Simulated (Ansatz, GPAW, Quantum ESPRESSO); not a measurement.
# SrLi2SnS4: valence-band photoemission

What would valence photoemission of SrLi2SnS4 look like, and what sets its shape?

Method: DFT, PBE, plane-wave PAW, default files, scalar-relativistic, in the first sound run; inputs show where later runs differ, in Ansatz 0.2.0, Quantum ESPRESSO 7.5 and GPAW 26.7.0.

This is a report of a sequence of runs, with most program output left out.

**1. Set-up**

The structure is tetragonal, space group I-42m (No. 121). Conventional cell: a = 6.659 Å, b = 6.659 Å, c = 7.918 Å, α = 90.00°, β = 90.00°, γ = 90.00°. Nearest to Sn lie 4 S at 2.37 Å. Nearest to Sr lie 8 S at 3.08 to 3.25 Å. Nearest to S lie 1 Sn at 2.37 Å and 2 Li at 2.47 Å and 2 Sr at 3.08 to 3.25 Å. Nearest to Li lie 4 S at 2.47 Å. Farther neighbours and most contacts between anions are not listed.

**2. The base run**

The base run gives the projected DOS, from which the spectra are built. The DOS is taken on a denser mesh than the density.

Contents of input.yaml:

```yaml
crystal:
  lattice:
    - [-3.3295, 3.3295, 3.959]
    - [3.3295, -3.3295, 3.959]
    - [3.3295, 3.3295, -3.959]
  atoms:
    - { symbol: Sn, position: [0.0, 0.0, 0.0] }
    - { symbol: Sr, position: [0.5, 0.5, 0.0] }
    - { symbol: S, position: [0.37794, 0.96474, 0.0] }
    - { symbol: S, position: [0.62206, 0.62206, 0.5868] }
    - { symbol: S, position: [0.96474, 0.37794, 0.0] }
    - { symbol: S, position: [0.03526, 0.03526, 0.4132] }
    - { symbol: Li, position: [0.75, 0.25, 0.5] }
    - { symbol: Li, position: [0.25, 0.75, 0.5] }
kpoints:
  mp_grid: { grid: [6, 6, 6] }
  band_path:
    path:
      - [[0.0, 0.0, 0.0], [0.0, 0.0, 0.5], [0.25, 0.25, 0.25], [0.0, 0.5, 0.0], [0.0, 0.0, 0.0], [0.5, 0.5, -0.5], [0.426818, 0.573182, -0.426818]]
      - [[-0.426818, 0.426818, 0.426818], [0.0, 0.0, 0.0]]
      - [[0.0, 0.0, 0.5], [-0.353636, 0.353636, 0.5]]
      - [[0.5, 0.5, -0.353636], [0.5, 0.5, -0.5]]
    npoints: 10
scf:
  occupations: { method: fermi_dirac, width: 0.02 }
  n_extra_bands: 20
hamiltonian:
  xc: pbe
  pseudopotentials: { kind: paw }
output:
  forces: true
  stress: true
  dos:
    projected: true
    de: 0.05
    e_range: [-30, 12]
    nscf_kmesh: { grid: [10, 10, 10] }
  fatbands: true
```

The run is started by

```bash
$ ansatz run input.yaml --threads 4 --pin off --max-ram 12288MiB --backend cpu --events-out ev --progress --plain --runs-dir out
```

Elapsed: 42 s, on 4 threads of Arm Neoverse V2, shared host; peak memory 0.8 GiB; 2.8 min of CPU time.

Numbers from this step:

* free energy: -13595.9311 eV
* Fermi energy: 6.384 eV
* symmetry operations: 8
* pressure: 2.346 GPa
* gap on the k-mesh: 2.673 eV
* zero of energy: valence-band maximum
* share of occupied states in no projected shell: 0.01 of the occupied states in the window
* gap on the path: 2.672 eV
* least direct gap on the path: 2.672 eV
* valence top on path: 0 eV

The electronic bands at the labelled points (eV, zero at the valence-band maximum; v1 is the highest filled band, c1 the lowest empty one):

| point | v4 | v3 | v2 | v1 | c1 | c2 | c3 | c4 |
| --- | --- | --- | --- | --- | --- | --- | --- | --- |
| Γ | -0.97 | -0.46 | -0.38 | -0.38 | 2.70 | 3.93 | 4.68 | 5.07 |
| halfway | -0.82 | -0.81 | -0.59 | -0.56 | 3.02 | 3.91 | 4.24 | 4.88 |
| X | -1.29 | -1.08 | -1.04 | -0.51 | 3.16 | 4.33 | 4.65 | 4.80 |
| halfway | -1.30 | -1.02 | -0.99 | -0.61 | 3.07 | 4.29 | 4.36 | 4.79 |
| P | -1.33 | -0.95 | -0.85 | -0.85 | 3.05 | 4.02 | 4.67 | 4.67 |
| halfway | -1.12 | -0.87 | -0.82 | -0.55 | 2.97 | 3.95 | 4.79 | 4.84 |
| N | -1.22 | -0.90 | -0.66 | -0.48 | 3.04 | 3.82 | 4.84 | 4.98 |
| halfway | -1.15 | -0.67 | -0.50 | -0.43 | 2.96 | 4.08 | 4.48 | 4.86 |
| Γ | -0.97 | -0.46 | -0.38 | -0.38 | 2.70 | 3.93 | 4.68 | 5.07 |
| halfway | -1.16 | -0.54 | -0.54 | -0.36 | 3.17 | 4.65 | 4.70 | 5.08 |
| M | -1.74 | -0.48 | -0.48 | 0.00 | 2.67 | 4.17 | 4.17 | 4.50 |
| halfway | -1.65 | -0.49 | -0.48 | -0.03 | 2.70 | 4.17 | 4.18 | 4.51 |
| S | -1.49 | -0.54 | -0.49 | -0.10 | 2.78 | 4.20 | 4.21 | 4.56 |
| jump to S0 | -1.49 | -0.54 | -0.49 | -0.10 | 2.78 | 4.20 | 4.21 | 4.56 |
| halfway | -0.87 | -0.67 | -0.65 | -0.49 | 2.87 | 4.11 | 4.37 | 4.39 |
| Γ | -0.97 | -0.46 | -0.38 | -0.38 | 2.70 | 3.93 | 4.68 | 5.07 |
| jump to X | -1.29 | -1.08 | -1.04 | -0.51 | 3.16 | 4.33 | 4.65 | 4.80 |
| halfway | -1.13 | -0.95 | -0.73 | -0.59 | 3.13 | 4.33 | 4.42 | 5.01 |
| R | -1.42 | -0.57 | -0.53 | -0.20 | 2.86 | 4.28 | 4.28 | 4.54 |
| jump to G | -1.42 | -0.57 | -0.53 | -0.20 | 2.86 | 4.28 | 4.28 | 4.54 |
| halfway | -1.60 | -0.50 | -0.49 | -0.05 | 2.73 | 4.19 | 4.20 | 4.52 |
| M | -1.74 | -0.48 | -0.48 | 0.00 | 2.67 | 4.17 | 4.17 | 4.50 |

Of the projections kept (Sn s, Sn p, Sr s, S s, S p, Li s, not projected), the largest for each band there; the rest of the weight can lie on other orbitals:

| point | v4 | v3 | v2 | v1 | c1 | c2 | c3 | c4 |
| --- | --- | --- | --- | --- | --- | --- | --- | --- |
| Γ | S p 0.92 | S p 0.97 | S p 0.97 | S p 0.97 | S p 0.30 | not projected 0.95 | Li s 0.34 | not projected 0.85 |
| X | S p 0.97 | S p 0.93 | S p 0.94 | S p 0.94 | S p 0.51 | Sn p 0.50 | not projected 0.64 | not projected 0.43 |
| P | S p 0.92 | S p 0.90 | S p 0.91 | S p 0.91 | S p 0.49 | not projected 0.34 | not projected 0.39 | not projected 0.39 |
| N | S p 0.95 | S p 0.94 | S p 0.95 | S p 0.96 | S p 0.49 | not projected 0.49 | not projected 0.34 | not projected 0.60 |
| Γ | S p 0.92 | S p 0.97 | S p 0.97 | S p 0.97 | S p 0.30 | not projected 0.95 | Li s 0.34 | not projected 0.85 |
| M | S p 0.91 | S p 0.97 | S p 0.97 | S p 0.99 | S p 0.39 | Sn p 0.56 | Sn p 0.56 | Sn p 0.50 |

The DOS has structure finer than the step of the table below, so its rows give means over 1 eV, whole bins alone (the curve runs from -22.4 to 9.36 eV). Peaks (eV: height): total -20.9: 60, -16.1: 50.0, -11.1: 21.5, -0.5: 13.8; S 3p -1.6: 9.97, -1.3: 7.44, -1.1: 8.03, -0.5: 13.2; S 3s -12.2: 5.54, -11.1: 18.2; Sn 5p -11.1: 2.26, -3.6: 1.50, 4.9: 1.48, 5.2: 1.45; Sn 5s -12.2: 1.77, -6.0: 3.53, 3.0: 3.30.

* holds the states left over by the projection beside any projected weight of its own, shared among the starred shells. Table of DOS by E, zero at the valence-band maximum; means over each step; 7 of 12 lines; values in states/eV/cell:

| E (eV) | total | S 3p | S 3s | Sn 5p | Sn 5s | Li 2s | Sr 5s |
| --- | --- | --- | --- | --- | --- | --- | --- |
| -21 | 10.00 | 0.0397 | 0.0351 | 0.00103 | 7.4e-6 | 0.00101 | 4.0e-4 |
| -20 | 0 | 0 | 0 | 0 | 0 | 0 | 0 |
| -19 | 0 | 0 | 0 | 0 | 0 | 0 | 0 |
| -18 | 0 | 0 | 0 | 0 | 0 | 0 | 0 |
| -17 | 0 | 0 | 0 | 0 | 0 | 0 | 0 |
| -16 | 6.00 | 0.0523 | 0.0395 | 0.0132 | 0.00240 | 0.0231 | 3.7e-4 |
| -15 | 0 | 0 | 0 | 0 | 0 | 0 | 0 |
| -14 | 0 | 0 | 0 | 0 | 0 | 0 | 0 |
| -13 | 0.159 | 0.00417 | 0.0905 | 4.5e-4 | 0.0274 | 0.0232 | 0.0121 |
| -12 | 1.88 | 0.0745 | 1.22 | 0.0123 | 0.377 | 0.118 | 0.0482 |
| -11 | 5.96 | 0.0189 | 4.95 | 0.640 | 0.0167 | 0.172 | 0.0665 |
| -10 | 0 | 0 | 0 | 0 | 0 | 0 | 0 |
| -9 | 0 | 0 | 0 | 0 | 0 | 0 | 0 |
| -8 | 0 | 0 | 0 | 0 | 0 | 0 | 0 |
| -7 | 0 | 0 | 0 | 0 | 0 | 0 | 0 |
| -6 | 2.00 | 0.842 | 0.397 | 0.0131 | 0.700 | 0.0169 | 0.0108 |
| -5 | 0 | 0 | 0 | 0 | 0 | 0 | 0 |
| -4 | 1.51 | 1.07 | 0.0372 | 0.338 | 0.00391 | 0.0252 | 0.0157 |
| -3 | 4.12 | 3.05 | 0.130 | 0.624 | 0.0201 | 0.144 | 0.0918 |
| -2 | 6.64 | 5.79 | 0.0958 | 0.263 | 0.0111 | 0.194 | 0.115 |
| -1 | 8.31 | 7.81 | 0.0632 | 0.0788 | 0.0168 | 0.0561 | 0.0288 |
| 0 | 1.43 | 1.37 | 0.00676 | 0.0121 | 2.0e-4 | 0.00371 | 0.00186 |
| 1 | 0 | 0 | 0 | 0 | 0 | 0 | 0 |
| 2 | 0 | 0 | 0 | 0 | 0 | 0 | 0 |
| 3 | 2.00 | 0.918 | 0.0946 | 0.0697 | 0.605 | 0.0302 | 0.0158 |
| 4 | 2.95 | 0.293 | 0.143 | 0.632 | 0.0296 | 0.228 | 0.110 |
| 5 | 5.84 | 0.577 | 0.276 | 1.11 | 0.0523 | 0.530 | 0.234 |
| 6 | 6.57 | 0.607 | 0.144 | 0.886 | 0.0392 | 0.391 | 0.413 |
| 7 | 5.13 | 0.325 | 0.0687 | 0.351 | 0.0156 | 0.325 | 0.221 |
| 8 | 5.91 | 0.273 | 0.0489 | 0.161 | 0.0139 | 0.422 | 0.279 |

Simulated valence spectra by photon energy, shown to 13 eV, since a deeper line would dwarf them at some energies; the 100 % can be that line's tail at the edge; this run's widths, added to any smearing of the DOS itself: Gaussian 0.45 eV, Lorentzian 0.2 eV. Intensity against binding energy, zero at the valence-band maximum; values in % of the maximum within 13 eV:

| binding energy (eV) | 21.2 eV | 150 eV | 1486.7 eV | 9251.7 eV |
| --- | --- | --- | --- | --- |
| -1.0 | 1.72 | 1.74 | 0.697 | 0.244 |
| -0.5 | 3.45 | 3.47 | 1.31 | 0.409 |
| 0.0 | 15.7 | 15.8 | 5.54 | 1.46 |
| 0.5 | 84.5 | 84.6 | 29.4 | 7.46 |
| 1.0 | 91.8 | 91.6 | 32.2 | 8.68 |
| 1.5 | 88.4 | 87.9 | 31.5 | 9.19 |
| 2.0 | 74.9 | 74.0 | 27.6 | 9.57 |
| 2.5 | 53.6 | 52.2 | 21.6 | 10.0 |
| 3.0 | 43.6 | 41.5 | 18.6 | 10.4 |
| 3.5 | 41.6 | 38.6 | 18.3 | 11.2 |
| 4.0 | 12.6 | 11.7 | 5.63 | 3.52 |
| 4.5 | 2.53 | 2.57 | 1.38 | 0.996 |
| 5.0 | 1.61 | 1.87 | 1.23 | 1.23 |
| 5.5 | 3.33 | 4.90 | 4.07 | 5.79 |
| 6.0 | 15.6 | 24.8 | 21.5 | 32.3 |
| 6.5 | 3.82 | 6.03 | 5.21 | 7.44 |
| 7.0 | 0.792 | 1.22 | 1.09 | 1.27 |
| 7.5 | 0.456 | 0.763 | 0.751 | 0.744 |
| 8.0 | 0.328 | 0.648 | 0.710 | 0.650 |
| 8.5 | 0.257 | 0.652 | 0.784 | 0.701 |
| 9.0 | 0.210 | 0.761 | 0.980 | 0.886 |
| 9.5 | 0.177 | 1.06 | 1.42 | 1.32 |
| 10.0 | 0.151 | 1.96 | 2.65 | 2.54 |
| 10.5 | - | 8.28 | 11.0 | 10.9 |
| 11.0 | - | 63.5 | 83.5 | 83.3 |
| 11.5 | - | 38.1 | 50.4 | 50.9 |
| 12.0 | - | 17.7 | 23.3 | 27.9 |
| 12.5 | - | 17.1 | 22.6 | 27.9 |

Maxima picked by a test of local sharpness, so broad peaks and shoulders can be missing; peaks within 0.45 eV of a curve's cut are left out. Valence peaks, by row:

| photon energy (eV) | binding energy (eV) | height (% of the maximum within 13 eV) | main shell | its share (%) |
| --- | --- | --- | --- | --- |
| 21.2 | 6.014 | 16.06 | S 3p | 95.23 |
| 21.2 | 1.614 | 89.54 | S 3p | 95.24 |
| 21.2 | 0.7142 | 100 | S 3p | 96.68 |
| 150 | 20.91 | 124.7 | Sn 4d | 98.84 |
| 150 | 16.11 | 82.85 | Sr 4p | 97.57 |
| 150 | 12.26 | 24.45 | S 3s | 84.62 |
| 150 | 11.16 | 75.89 | S 3s | 96.2 |
| 150 | 6.014 | 25.45 | S 3p | 61.26 |
| 150 | 1.614 | 88.93 | S 3p | 97.76 |
| 150 | 0.7142 | 100 | S 3p | 98.56 |
| 1487 | 20.91 | 821.5 | Sn 4d | 99.85 |
| 1487 | 16.11 | 231.8 | Sr 4p | 98.99 |
| 1487 | 12.26 | 32.15 | S 3s | 80.55 |
| 1487 | 11.16 | 100 | S 3s | 91.4 |
| 1487 | 6.014 | 22.08 | Sn 5s | 39.15 |
| 1487 | 1.664 | 32.04 | S 3p | 88.9 |
| 1487 | 0.7142 | 34.9 | S 3p | 92.75 |
| 9252 | 20.91 | 237.1 | Sn 4d | 99.56 |
| 9252 | 16.11 | 210 | Sr 4p | 99.26 |
| 9252 | 12.26 | 39.84 | S 3s | 64.5 |
| 9252 | 11.16 | 100 | S 3s | 90.7 |
| 9252 | 6.014 | 33.18 | Sn 5s | 71.88 |
| 9252 | 3.414 | 11.49 | Sn 5p | 55 |
| 9252 | 1.764 | 9.903 | S 3p | 58.86 |
| 9252 | 0.7642 | 9.071 | S 3p | 74.56 |

The intensity has structure finer than the step of the table below, so its rows give means over 1 eV, whole bins alone (the curve runs from -22.4 to 1.46 eV). Peaks (eV: height): S K-beta -0.9: 100.0; S K-beta, E along x -1.6: 93.3; S K-beta, E along y -1.6: 93.3; S K-beta, E along z -1.0: 118; S L2,3 -12.2: 26.4, -11.1: 99.3.

Shapes are the site's partial DOS without matrix elements, which overweights lines from ligand s bands. Intensity against emission energy less the core level's binding energy, zero at the valence-band maximum; means over each step; values in % of the unpolarised maximum:

| emission energy less the core level's binding energy (eV) | S K-beta | S K-beta, E along x | S K-beta, E along y | S K-beta, E along z | S L2,3 |
| --- | --- | --- | --- | --- | --- |
| -21 | 0.488 | 0.492 | 0.492 | 0.479 | 0.451 |
| -20 | 0.209 | 0.209 | 0.209 | 0.209 | 0.0313 |
| -19 | 0.139 | 0.140 | 0.140 | 0.138 | 0.0151 |
| -18 | 0.158 | 0.159 | 0.159 | 0.158 | 0.0197 |
| -17 | 0.293 | 0.291 | 0.291 | 0.297 | 0.0579 |
| -16 | 0.695 | 0.684 | 0.684 | 0.715 | 0.528 |
| -15 | 0.296 | 0.296 | 0.296 | 0.296 | 0.0711 |
| -14 | 0.291 | 0.295 | 0.295 | 0.284 | 0.139 |
| -13 | 0.609 | 0.627 | 0.627 | 0.573 | 3.76 |
| -12 | 1.10 | 1.13 | 1.13 | 1.03 | 21.1 |
| -11 | 0.692 | 0.728 | 0.728 | 0.621 | 58.5 |
| -10 | 0.593 | 0.606 | 0.606 | 0.568 | 1.08 |
| -9 | 0.765 | 0.779 | 0.779 | 0.736 | 0.160 |
| -8 | 1.19 | 1.22 | 1.22 | 1.14 | 0.0845 |
| -7 | 3.17 | 3.28 | 3.28 | 2.96 | 0.264 |
| -6 | 10.5 | 10.8 | 10.8 | 9.72 | 5.00 |
| -5 | 6.07 | 6.31 | 6.31 | 5.58 | 0.167 |
| -4 | 21.1 | 22.5 | 22.5 | 18.1 | 0.547 |
| -3 | 49.4 | 52.2 | 52.2 | 43.9 | 1.72 |
| -2 | 81.3 | 82.9 | 82.9 | 78.0 | 1.31 |
| -1 | 96.6 | 89.7 | 89.7 | 111 | 0.834 |
| 0 | 38.4 | 38.0 | 38.0 | 39.0 | 0.157 |

Recipe: projected DOS times atomic cross section and asymmetry factor (unpolarised light, 45° from the beam), occupied states only, Fermi edge at 300 K, a Lorentzian width of 0.2 eV growing by 0 eV per eV of binding energy, and a resolution of 0.45 eV. Curves are cut 10 eV under the photon energy, above any shell that the free atom's threshold puts out of reach, or at the lower edge of the window: 10.1 eV at 21.2 eV, 22.5 eV at 150 eV, 22.5 eV at 1486.7 eV and 22.5 eV at 9251.7 eV. A star in tables and legends marks shells that hold the states left over by the projection (1.0 % of the filled ones), a stand-in for orbitals that the files don't project on. Matrix elements of the solid and inelastic losses aren't modelled, nor non-dipole terms, which matter above 3 keV.

Share of each shell in the spectrum's area (%), by photon energy:

| shell | 21.2 eV | 150 eV | 1486.7 eV | 9251.7 eV |
| --- | --- | --- | --- | --- |
| Sn 5s | 0.0 | 0.8 | 1.1 | 6.0 |
| Sn 5p | 3.7 | 0.7 | 1.2 | 3.5 |
| Sn 4d | 0.0 | 18.0 | 61.7 | 35.5 |
| Sr 4p | 0.0 | 11.3 | 16.5 | 30.0 |
| S 3s | 0.0 | 16.3 | 10.5 | 20.9 |
| S 3p | 93.3 | 52.5 | 8.9 | 3.7 |
| Sr 4d* | 2.0 | 0.2 | 0.1 | 0.0 |

At this level the gap is 2.67 eV on the path.

**3. With spin–orbit coupling**

This step: DFT, PBE, plane-wave PAW, default files, with spin-orbit coupling (Ansatz 0.2.0).

Spin–orbit coupling splits and shifts levels of heavy atoms, so the bands are solved again with spinors.

Changes to input.yaml since step 2:

```diff
@@ -25,6 +25,6 @@
   occupations: { method: fermi_dirac, width: 0.02 }
-  n_extra_bands: 20
+  n_extra_bands: 40
 hamiltonian:
   xc: pbe
-  pseudopotentials: { kind: paw }
+  pseudopotentials: { kind: paw_fr }
 output:
@@ -37,2 +37,6 @@
     nscf_kmesh: { grid: [10, 10, 10] }
+    method: { smearing: { sigma: 0.08, scheme: gaussian } }
   fatbands: true
+magnetization:
+  noncollinear: true
+  spin_orbit: true
```

Run time: 6.1 min. Hardware: 4 threads; peak memory 2.2 GiB.

Numbers from this step:

```
free energy                                    : -13598.7059 eV
Fermi energy                                   : 6.386 eV
pressure                                       : 2.327 GPa
gap on the k-mesh                              : 2.676 eV
share of occupied states in no projected shell : 0.0101 of the occupied states in the window
gap on the path                                : 2.676 eV
least direct gap on the path                   : 2.676 eV
```

Electronic bands along the path, in eV, zero at the valence-band maximum; v1 is the highest filled band, c1 the lowest empty one:

| point | v4 | v3 | v2 | v1 | c1 | c2 | c3 | c4 |
| --- | --- | --- | --- | --- | --- | --- | --- | --- |
| Γ | -0.38 | -0.38 | -0.34 | -0.34 | 2.70 | 2.70 | 3.93 | 3.93 |
| halfway | -0.60 | -0.60 | -0.55 | -0.54 | 3.02 | 3.02 | 3.91 | 3.91 |
| X | -1.04 | -1.04 | -0.51 | -0.51 | 3.17 | 3.17 | 4.31 | 4.31 |
| halfway | -0.98 | -0.98 | -0.61 | -0.61 | 3.07 | 3.07 | 4.26 | 4.26 |
| P | -0.85 | -0.85 | -0.85 | -0.85 | 3.05 | 3.05 | 4.01 | 4.01 |
| halfway | -0.82 | -0.80 | -0.56 | -0.55 | 2.97 | 2.98 | 3.94 | 3.94 |
| N | -0.66 | -0.66 | -0.48 | -0.48 | 3.05 | 3.05 | 3.81 | 3.81 |
| halfway | -0.52 | -0.50 | -0.43 | -0.42 | 2.96 | 2.97 | 4.07 | 4.08 |
| Γ | -0.38 | -0.38 | -0.34 | -0.34 | 2.70 | 2.70 | 3.93 | 3.93 |
| halfway | -0.52 | -0.52 | -0.36 | -0.36 | 3.17 | 3.17 | 4.65 | 4.65 |
| M | -0.47 | -0.47 | 0.00 | 0.00 | 2.68 | 2.68 | 4.09 | 4.09 |
| halfway | -0.47 | -0.47 | -0.03 | -0.02 | 2.70 | 2.70 | 4.09 | 4.11 |
| S | -0.49 | -0.48 | -0.10 | -0.10 | 2.78 | 2.78 | 4.10 | 4.16 |
| jump to S0 | -0.49 | -0.48 | -0.10 | -0.10 | 2.78 | 2.78 | 4.10 | 4.16 |
| halfway | -0.65 | -0.64 | -0.51 | -0.47 | 2.87 | 2.87 | 4.11 | 4.11 |
| Γ | -0.38 | -0.38 | -0.34 | -0.34 | 2.70 | 2.70 | 3.93 | 3.93 |
| jump to X | -1.04 | -1.04 | -0.51 | -0.51 | 3.17 | 3.17 | 4.31 | 4.31 |
| halfway | -0.75 | -0.72 | -0.59 | -0.59 | 3.14 | 3.14 | 4.29 | 4.31 |
| R | -0.53 | -0.53 | -0.21 | -0.19 | 2.86 | 2.87 | 4.17 | 4.23 |
| jump to G | -0.53 | -0.53 | -0.21 | -0.19 | 2.86 | 2.87 | 4.17 | 4.23 |
| halfway | -0.48 | -0.48 | -0.06 | -0.05 | 2.73 | 2.73 | 4.10 | 4.13 |
| M | -0.47 | -0.47 | 0.00 | 0.00 | 2.68 | 2.68 | 4.09 | 4.09 |

Of the projections kept (Sn s, Sn p, Sr s, S s, S p, Li s, not projected), the largest for each band there; the rest of the weight can lie on other orbitals:

| point | v4 | v3 | v2 | v1 | c1 | c2 | c3 | c4 |
| --- | --- | --- | --- | --- | --- | --- | --- | --- |
| Γ | S p 0.97 | S p 0.97 | S p 0.97 | S p 0.97 | S p 0.30 | S p 0.30 | not projected 0.95 | not projected 0.95 |
| X | S p 0.94 | S p 0.94 | S p 0.94 | S p 0.94 | S p 0.51 | S p 0.51 | Sn p 0.49 | Sn p 0.49 |
| P | S p 0.91 | S p 0.91 | S p 0.91 | S p 0.91 | S p 0.49 | S p 0.49 | not projected 0.35 | not projected 0.35 |
| N | S p 0.95 | S p 0.95 | S p 0.96 | S p 0.96 | S p 0.49 | S p 0.49 | not projected 0.49 | not projected 0.49 |
| Γ | S p 0.97 | S p 0.97 | S p 0.97 | S p 0.97 | S p 0.30 | S p 0.30 | not projected 0.95 | not projected 0.95 |
| M | S p 0.97 | S p 0.97 | S p 0.99 | S p 0.99 | S p 0.39 | S p 0.39 | Sn p 0.55 | Sn p 0.55 |

Simulated valence spectra by photon energy, shown to 13 eV, since a deeper line would dwarf them at some energies; the 100 % can be that line's tail at the edge; this run's widths, added to any smearing of the DOS itself: Gaussian 0.45 eV, Lorentzian 0.2 eV plus 0.08 an eV of depth. Table of intensity by binding energy, zero at the valence-band maximum; values in % of the maximum within 13 eV:

| binding energy (eV) | 21.2 eV | 40.8 eV | 1486.7 eV | 5414.7 eV | 9251.7 eV |
| --- | --- | --- | --- | --- | --- |
| -1.0 | 2.58 | 2.78 | 2.42 | 1.23 | 1.02 |
| -0.5 | 4.96 | 4.32 | 3.64 | 1.65 | 1.32 |
| 0.0 | 19.7 | 13.2 | 10.6 | 3.69 | 2.67 |
| 0.5 | 85.6 | 53.1 | 41.9 | 12.8 | 8.67 |
| 1.0 | 93.4 | 59.2 | 46.5 | 15.1 | 10.8 |
| 1.5 | 87.7 | 57.6 | 44.9 | 16.0 | 12.0 |
| 2.0 | 73.9 | 51.9 | 40.3 | 16.9 | 13.7 |
| 2.5 | 53.8 | 41.7 | 33.2 | 17.6 | 15.4 |
| 3.0 | 43.3 | 35.2 | 29.5 | 18.0 | 16.4 |
| 3.5 | 36.5 | 30.0 | 26.3 | 17.4 | 16.0 |
| 4.0 | 16.6 | 15.2 | 13.6 | 9.44 | 8.88 |
| 4.5 | 5.65 | 7.43 | 7.10 | 5.65 | 5.74 |
| 5.0 | 3.77 | 7.18 | 7.56 | 7.29 | 8.11 |
| 5.5 | 5.50 | 12.4 | 14.6 | 17.0 | 20.4 |
| 6.0 | 9.61 | 22.0 | 27.3 | 33.9 | 41.5 |
| 6.5 | 5.19 | 13.7 | 16.2 | 19.0 | 22.7 |
| 7.0 | 2.01 | 7.90 | 8.44 | 8.50 | 9.40 |
| 7.5 | 1.12 | 7.03 | 7.05 | 6.40 | 6.58 |
| 8.0 | 0.767 | 7.55 | 7.36 | 6.43 | 6.35 |
| 8.5 | 0.578 | 8.93 | 8.61 | 7.53 | 7.31 |
| 9.0 | 0.460 | 11.4 | 11.0 | 9.84 | 9.54 |
| 9.5 | 0.378 | 16.2 | 15.7 | 14.5 | 14.1 |
| 10.0 | 0.319 | 26.7 | 26.2 | 25.0 | 24.6 |
| 10.5 | - | 52.9 | 52.6 | 51.7 | 51.3 |
| 11.0 | - | 93.9 | 94.0 | 93.7 | 93.6 |
| 11.5 | - | 88.6 | 88.3 | 88.6 | 89.1 |
| 12.0 | - | 62.9 | 62.2 | 63.4 | 65.0 |
| 12.5 | - | 48.8 | 46.9 | 47.5 | 49.0 |

Spectra as before, but with a recipe of its own (widths, and in some runs the light), which changes peak heights and what is resolved: Gaussian 0.45 eV, Lorentzian 0.2 eV plus 0.08 times the binding energy, linear light, analyser at 0°, Fermi edge at 300 K; some photon energies differ too.

Side by side:

| quantity | this run | base run | difference |
| --- | --- | --- | --- |
| gap on the path (eV) | 2.6763 | 2.6725 | 0.00380 |
| least direct gap on the path (eV) | 2.6763 | 2.6725 | 0.00380 |
| gap on the k-mesh (eV) | 2.6763 | 2.6725 | 0.00374 |

(Part 1 of 3 ends here.)

[Logs are printed without paths, hosts, clocks, repeated set-up lines and the standing remarks that a program may print on its own settings, such as how far it seeks lower states.]

[Hosts, paths, dates, database ids (printed as entryN), source tags and the programs' standing remarks are cut or masked in the printed files.]

[Maps of the electrostatic potential energy from Ansatz leave out the sawtooth potential of an applied field or a dipole correction, so their vacuum need not be flat; work functions include it.]

[Peak lists hold at most the 14 tallest peaks of each spectrum; further lines can be left out.]
